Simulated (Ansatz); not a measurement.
Planning a run of Ansatz 0.2.0 on TiO2 (Rutile). The input:

```yaml
crystal:
  lattice:
    - [4.684044, 0.0, 0.0]
    - [0.0, 4.684044, 0.0]
    - [0.0, 0.0, 3.016548]
  atoms:
    - { symbol: Ti, position: [0.0, 0.0, 0.0] }
    - { symbol: Ti, position: [0.5, 0.5, 0.5] }
    - { symbol: O, position: [0.3066210242, 0.3066210242, 0.0] }
    - { symbol: O, position: [0.1933789758, 0.8066210242, 0.5] }
    - { symbol: O, position: [0.6933789758, 0.6933789758, 0.0] }
    - { symbol: O, position: [0.8066210242, 0.1933789758, 0.5] }
kpoints:
  mp_grid: { grid: [4, 4, 6] }
hamiltonian:
  xc: pbe
  pseudopotentials: { kind: paw, azcp: { folder: soft_1 } }
scf:
  occupations: { method: fixed }
gw:
  n_empty_bands: 234
  ecut_chi: 140
  qp_bands: [v2, c2]
  qp_kpoints: band_edges
  screening: { model: contour_deformation }
```

```sh
ansatz run input.yaml --threads 3 --pin off --max-ram 92160MiB --backend cuda --events-out ev --progress --plain --runs-dir out --devices 1 --max-vram 13GiB
```

Q: How long will it take on 1 × NVIDIA H100 80GB HBM3 (shared by 6 runs) with 3 threads of AMD EPYC 7R13 (Zen 3), shared host, and how much memory?

It took 57 s; on shared hardware allow 28 s to 1.9 min. Peak host memory was 1.4 GiB. The sizes that set the cost: 1267 plane waves a state, 24 irreducible k points, 258 bands summed, 265 plane waves in the screening and 9 SCF cycles.

The screening grows as filled bands × empty bands × pairs of k points, times the square of the screening basis for the matrix.

[Paths, hosts, dates, memory and timing lines, banners, echoed tables and standing remarks are left out of the program output.]

[Logs are printed without paths, hosts, clocks, repeated set-up lines and the standing remarks that a program may print on its own settings, such as how far it seeks lower states.]

[Runs of the session that timed out or met a known fault of the program may be left out.]

[Cells called generated may have been cut or substituted from an entry of the Crystallography Open Database or the Materials Project.]

[Hosts, paths, dates, database ids (printed as entryN), source tags and the programs' standing remarks are cut or masked in the printed files.]
